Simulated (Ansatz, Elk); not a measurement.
# Bonding as seen by X-rays: YMg6In

The structure of YMg6In used here is made up (a known structure type with other elements) and was relaxed beforehand with r2SCAN. The aim is the Fourier transform of its all-electron density, F(hkl), set beside the sum over free spherical atoms that refinements use.

Main program and level: Elk 11.2.3 (patched build); DFT, PBE, all-electron APW+lo, Dirac cores, scalar-relativistic bands, static density, no spin.

The structure was built from a prototype and need not be the compound's stable phase.

### 1. The structure

The structure is orthorhombic, space group Amm2 (No. 38). Conventional cell: a = 5.129 Å, b = 6.301 Å, c = 11.826 Å, α = 90.00°, β = 90.00°, γ = 90.00°. Nearest to In lie 2 Y at 3.16 Å and 10 Mg at 3.17 to 3.47 Å. Y has 2 In at 3.16 Å and 10 Mg at 3.20 to 3.39 Å nearest. Mg has 10 Mg at 3.16 to 3.51 Å and 2 Y at 3.20 Å nearest. Nearest to Mg lie 10 Mg at 3.16 to 3.38 Å and 2 In at 3.17 Å. Nearest to Mg lie 8 Mg at 3.11 to 3.51 Å and 2 In at 3.19 Å and 2 Y at 3.24 Å. Nearest to Mg lie 8 Mg at 3.12 to 3.24 Å and 2 In at 3.23 to 3.47 Å and 2 Y at 3.31 to 3.39 Å. Farther neighbours are not listed.

### 2. Ground state and structure factors

An all-electron density is needed, since X-rays see the cores too. Task 0 finds the density and task 195 Fourier-transforms it; tshift is off so that phases refer to the origin typed.

elk.in reads:

```
tasks
  0
  195

xctype
  20

spinpol
  .false.

rgkmax
  7.0

gmaxvr
  14.0

lmaxo
  7

lmaxapw
  8

swidth
  0.002

tshift
  .false.

ramdisk
  .false.

hmaxvr
  5.5

maxscl
  120

epspot
  1e-06

sppath
  './'

avec
  9.69258848012 0.00000000000 0.00000000000
  0.00000000000 5.95372845656 11.17425531622
  0.00000000000 -5.95372845656 11.17425531622

atoms
  3
  'In.in'
  1
  0.5000000000 0.1640844323 0.1640844323   0.000000 0.000000 0.000000
  'Y.in'
  1
  0.5000000000 0.6804406525 0.6804406525   0.000000 0.000000 0.000000
  'Mg.in'
  6
  -0.0000000000 0.8423326779 0.8423326779   0.000000 0.000000 0.000000
  -0.0000000000 0.3220637181 0.3220637181   0.000000 0.000000 0.000000
  0.0000000000 0.3294785957 0.8228414379   0.000000 0.000000 0.000000
  0.0000000000 0.8228414379 0.3294785957   0.000000 0.000000 0.000000
  0.5000000000 0.1783627719 0.6734957136   0.000000 0.000000 0.000000
  0.5000000000 0.6734957136 0.1783627719   0.000000 0.000000 0.000000

ngridk
  5 4 4
```

Run with:

```console
$ OMP_NUM_THREADS=4 elk
```

Numbers of over 12 decimals in the logs are rounded to 6 here.

What it wrote:

```text
┌─────────────────────────┐
│ Elk code version 11.2.3 │
└─────────────────────────┘

All units are atomic (Hartree, Bohr, etc.)

┌─────────────────────────────────────────────────┐
│ Ground-state run starting from atomic densities │
└─────────────────────────────────────────────────┘

Lattice vectors :
   9.692588480       0.000000000       0.000000000
   0.000000000       5.953728457       11.17425532
   0.000000000      -5.953728457       11.17425532

Reciprocal lattice vectors :
  0.6482463709       0.000000000      -0.000000000
  -0.000000000      0.5276681119      0.2811455945
   0.000000000     -0.5276681119      0.2811455945

Unit cell volume      :    1289.666394
Brillouin zone volume :   0.1923367273

Muffin-tin inner radius fraction :   0.1000000000E-01

Nuclei treated as point charges

Species : 1 (In)
 parameters loaded from : In.in
 name : indium
 nuclear charge    :   -49.00000000
 electronic charge :    49.00000000
 atomic mass :    209300.4102
 muffin-tin radius :    2.600000000
 number of radial points in muffin-tin :   1193
 inner part over the whole radius :   0.9943151076E-02
 number on inner part of muffin-tin    :    850
 approximate nuclear radius :   0.8768807633E-04
 number of mesh points to nuclear radius :    427
 atomic positions (lattice), magnetic fields (Cartesian) :
  1 :   0.50000000  0.16408443  0.16408443    0.00000000  0.00000000  0.00000000

Species : 2 (Y)
 parameters loaded from : Y.in
 name : yttrium
 nuclear charge    :   -39.00000000
 electronic charge :    39.00000000
 atomic mass :    162065.4503
 muffin-tin radius :    2.600000000
 number of radial points in muffin-tin :   1193
 inner part over the whole radius :   0.9871815862E-02
 number on inner part of muffin-tin    :    847
 approximate nuclear radius :   0.8135895711E-04
 number of mesh points to nuclear radius :    416
 atomic positions (lattice), magnetic fields (Cartesian) :
  1 :   0.50000000  0.68044065  0.68044065    0.00000000  0.00000000  0.00000000

Species : 3 (Mg)
 parameters loaded from : Mg.in
 name : magnesium
 nuclear charge    :   -12.00000000
 electronic charge :    12.00000000
 atomic mass :    44305.30466
 muffin-tin radius :    2.200000000
 number of radial points in muffin-tin :    793
 inner part over the whole radius :   0.9941530515E-02
 number on inner part of muffin-tin    :    552
 approximate nuclear radius :   0.5710277704E-04
 number of mesh points to nuclear radius :    241
 atomic positions (lattice), magnetic fields (Cartesian) :
  1 :   0.00000000  0.84233268  0.84233268    0.00000000  0.00000000  0.00000000
  2 :   0.00000000  0.32206372  0.32206372    0.00000000  0.00000000  0.00000000
  3 :   0.00000000  0.32947860  0.82284144    0.00000000  0.00000000  0.00000000
  4 :   0.00000000  0.82284144  0.32947860    0.00000000  0.00000000  0.00000000
  5 :   0.50000000  0.17836277  0.67349571    0.00000000  0.00000000  0.00000000
  6 :   0.50000000  0.67349571  0.17836277    0.00000000  0.00000000  0.00000000

Total number of atoms per unit cell :    8
Total muffin-tin volume :    414.8577819
 ratio of muffin-tin to unit cell volume :   0.3216783688

Spin treatment :
 spin-unpolarised

Number of Bravais lattice symmetries :    8
Number of crystal symmetries         :    4
Crystal has no inversion symmetry
Complex Hermitian eigensolver will be used

k-point grid :      5     4     4
k-point offset :    0.000000000       0.000000000       0.000000000
k-point set is reduced with full crystal symmetry group
Total number of k-points :       30

Muffin-tin radius times maximum |G+k| :    7.000000000
 using average radius
Maximum |G+k| for APW functions       :    3.043478261
Maximum (1/2)|G+k|²                   :    4.631379962
Maximum |G| for potential and density :    14.00000000
Constant for pseudocharge density :    9
 order of it for each species :   16  16  16
 order of it for pair densities of each species (exact exchange by exxq0 0: 17) :   13  13   8
Radial integration step length :    1

[...]
exchange                    :     -361.15616698156
 correlation                 :     -7.329374
 electron entropic           :    -0.17565996928354E-02
 total energy                :     -10471.652004265

Density of states at Fermi energy :    139.7844925
 (states/Hartree/unit cell)

Estimated indirect band gap :   0.4253404854E-03
 from k-point 13 to k-point 23
Estimated direct band gap   :   0.8471455861E-02
 at k-point 28

Charges :
 core                        :    70.00000000
 valence                     :    90.00000000
 interstitial                :    12.86233552
 muffin-tins (core leakage)
  species : 1 (In)
[...]
species : 2 (Y)
[...]
species : 3 (Mg)
[...]
total in muffin-tins        :    147.1376645
 total calculated charge     :    159.9997861
 total charge                :    160.0000000
 error                       :   0.2139383035E-03

RMS change in Kohn-Sham potential (target) :   0.6411164469     (  0.1000000000E-05)
Absolute change in total energy (target)   :   0.8779706953E-01 (  0.1000000000E-03)

[... loops 3 to 14 left out ...]

┌──────────────────┐
│ Loop number : 15 │
└──────────────────┘

Energies :
 Fermi                       :     0.163036
 sum of occupied eigenvalues :     -6182.5417197809
 electron kinetic            :      10876.984312108
 core electron kinetic       :      10216.448111279
 Coulomb                     :     -20979.514588376
 Coulomb potential           :     -16580.435463021
 nuclear-nuclear             :     -1016.8650730810
 electron-nuclear            :     -23363.475283797
 Hartree                     :      3400.8257685025
 Madelung                    :     -12689.296856865
 xc potential                :     -479.09056886735
 exchange                    :     -361.14117976768
 correlation                 :     -7.327088
 electron entropic           :    -0.18425060851112E-02
 total energy                :     -10471.000386068

Density of states at Fermi energy :    145.3958284
 (states/Hartree/unit cell)

Estimated indirect band gap :   0.1448109088E-02
 from k-point 18 to k-point 26
Estimated direct band gap   :   0.8364046051E-02
 at k-point 18

Charges :
 core                        :    70.00000000
 valence                     :    90.00000000
 interstitial                :    12.92722695
 muffin-tins (core leakage)
  species : 1 (In)
[...]
species : 2 (Y)
[...]
species : 3 (Mg)
[...]
total in muffin-tins        :    147.0727731
 total calculated charge     :    159.9998074
 total charge                :    160.0000000
 error                       :   0.1926284020E-03

RMS change in Kohn-Sham potential (target) :   0.6786979147E-06 (  0.1000000000E-05)
Absolute change in total energy (target)   :   0.9078935909E-04 (  0.1000000000E-03)

Convergence targets achieved

┌──────────────────┐
│ Loop number : 16 │
└──────────────────┘

Energies :
 Fermi                       :     0.163036
 sum of occupied eigenvalues :     -6182.5417411797
 electron kinetic            :      10876.984308899
 core electron kinetic       :      10216.448106835
 Coulomb                     :     -20979.514615208
 Coulomb potential           :     -16580.435439470
 nuclear-nuclear             :     -1016.8650730810
 electron-nuclear            :     -23363.475361342
 Hartree                     :      3400.8258192154
 Madelung                    :     -12689.296895473
 xc potential                :     -479.09061060875
 exchange                    :     -361.14118101954
 correlation                 :     -7.327088
 electron entropic           :    -0.18425049344497E-02
 total energy                :     -10471.000417374

Density of states at Fermi energy :    145.3957113
 (states/Hartree/unit cell)

Estimated indirect band gap :   0.1448111195E-02
 from k-point 18 to k-point 26
Estimated direct band gap   :   0.8364049328E-02
 at k-point 18

Charges :
 core                        :    70.00000000
 valence                     :    90.00000000
 interstitial                :    12.92722564
 muffin-tins (core leakage)
  species : 1 (In)
[...]
species : 2 (Y)
[...]
species : 3 (Mg)
[...]
atom 4                    :    10.48114862     ( -0.9828258740E-07)
   atom 5                    :    10.47730561     ( -0.9828258696E-07)
   atom 6                    :    10.47730561     ( -0.9828258696E-07)
 total in muffin-tins        :    147.0727744
 total calculated charge     :    159.9998074
 total charge                :    160.0000000
 error                       :   0.1926285108E-03

┌──────────────────────────────┐
│ Self-consistent loop stopped │
└──────────────────────────────┘

Warning : core states of species 1 leak from the muffin-tin :   0.1285546915E-03

Wrote STATE.OUT
```

The job ended after 2 min (4 threads of Arm Neoverse V2, shared host; peak memory 0.33 GiB; 6.4 min of CPU time).

SFACRHO.OUT:

```text

h k l indices transformed by vhmat matrix:
   1.000000000       0.000000000       0.000000000    
   0.000000000       1.000000000       0.000000000    
   0.000000000       0.000000000       1.000000000    

      h      k      l  multipl.   |H|            Re(F)            Im(F)           |F|

      0      0      0      1   0.0000000       160.00000     -0.26961435E-16   160.00000    
      0     -1     -1      1  0.56229119      -30.814162      -50.744449       59.367598    
      0      1      1      1  0.56229119      -30.814162       50.744449       59.367598    
      0      0     -1      2  0.59789337       8.9567439      -7.4781817       11.668182    
      0      1      0      2  0.59789337       8.9567439       7.4781817       11.668182    
     -1      0      0      2  0.64824637      -60.431502     -0.54701562E-13   60.431502    
      1     -1     -1      2  0.85813445       32.029790       49.600749       59.043558    
     -1      1      1      2  0.85813445       32.029790      -49.600749       59.043558    
     -1      0      1      4  0.88187292      -7.1865828      -6.6145909       9.7672813    
      1      0     -1      4  0.88187292      -7.1865828       6.6145909       9.7672813    
      0     -2     -1      2  0.99489660      -11.111187      -6.7688382       13.010597    
      0      2      1      2  0.99489660      -11.111187       6.7688382       13.010597    
      0     -1      1      2   1.0553362       55.830984      0.24819099E-14   55.830984    
      0      2      2      1   1.1245824      -48.512078      -50.615098       70.109270    
      0     -2     -2      1   1.1245824      -48.512078       50.615098       70.109270    
      1     -2     -1      4   1.1874521       10.342736       14.120883       17.503471    
      1      1      2      4   1.1874521       10.342736      -14.120883       17.503471    
      0      2      0      2   1.1957867      -69.500539       44.446545       82.497396
```

Elk indexes on the primitive cell of elk.in and gives |H| = 4π sin θ/λ in inverse bohr. Below, one row stands for each form hkl of the conventional cell (m members, Friedel mates merged), F is for one primitive cell and the density is static (no thermal factor). Free-atom factors are Waasmaier and Kirfel's, and R is Σm||F|−|F'||/Σm|F|.

```
hkl  m  sin θ/λ (Å⁻¹)  abs F, DFT  neutral atoms   diff.  abs of complex diff.
002  2          0.085      59.368         59.155  +0.212                 0.212
011  4          0.090      11.668         11.797  -0.129                 0.160
100  2          0.098      60.431         60.116  +0.315                 0.315
102  4          0.129      59.044         58.910  +0.134                 0.134
111  8          0.133       9.767          9.738  +0.029                 0.029
013  4          0.150      13.011         12.897  +0.113                 0.159
020  2          0.159      55.831         55.880  -0.049                 0.049
004  2          0.169      70.109         70.175  -0.065                 0.069
113  8          0.179      17.503         17.497  +0.006                 0.108
022  4          0.180      82.497         82.821  -0.324                 0.339
120  4          0.186      53.756         53.825  -0.069                 0.069
200  2          0.195     123.035        123.644  -0.609                 0.609
104  4          0.195     112.991        113.558  -0.567                 0.578
122  8          0.204     104.594        105.198  -0.604                 0.624
202  4          0.212      50.542         50.452  +0.090                 0.097
211  8          0.215       9.885         10.071  -0.185                 0.193
015  4          0.226      18.795         18.869  -0.074                 0.164
024  4          0.232      51.413         51.462  -0.049                 0.072
031  4          0.242      11.155         11.407  -0.253                 0.273
213  8          0.246      11.021         11.143  -0.122                 0.158
115  8          0.246      19.376         19.482  -0.106                 0.149
220  4          0.251      48.997         49.045  -0.048                 0.048
```

[end of part 1 of 2]

[Logs are printed without paths, hosts, clocks, repeated set-up lines and the standing remarks that a program may print on its own settings, such as how far it seeks lower states.]

[Hosts, paths, dates, database ids (printed as entryN), source tags and the programs' standing remarks are cut or masked in the printed files.]
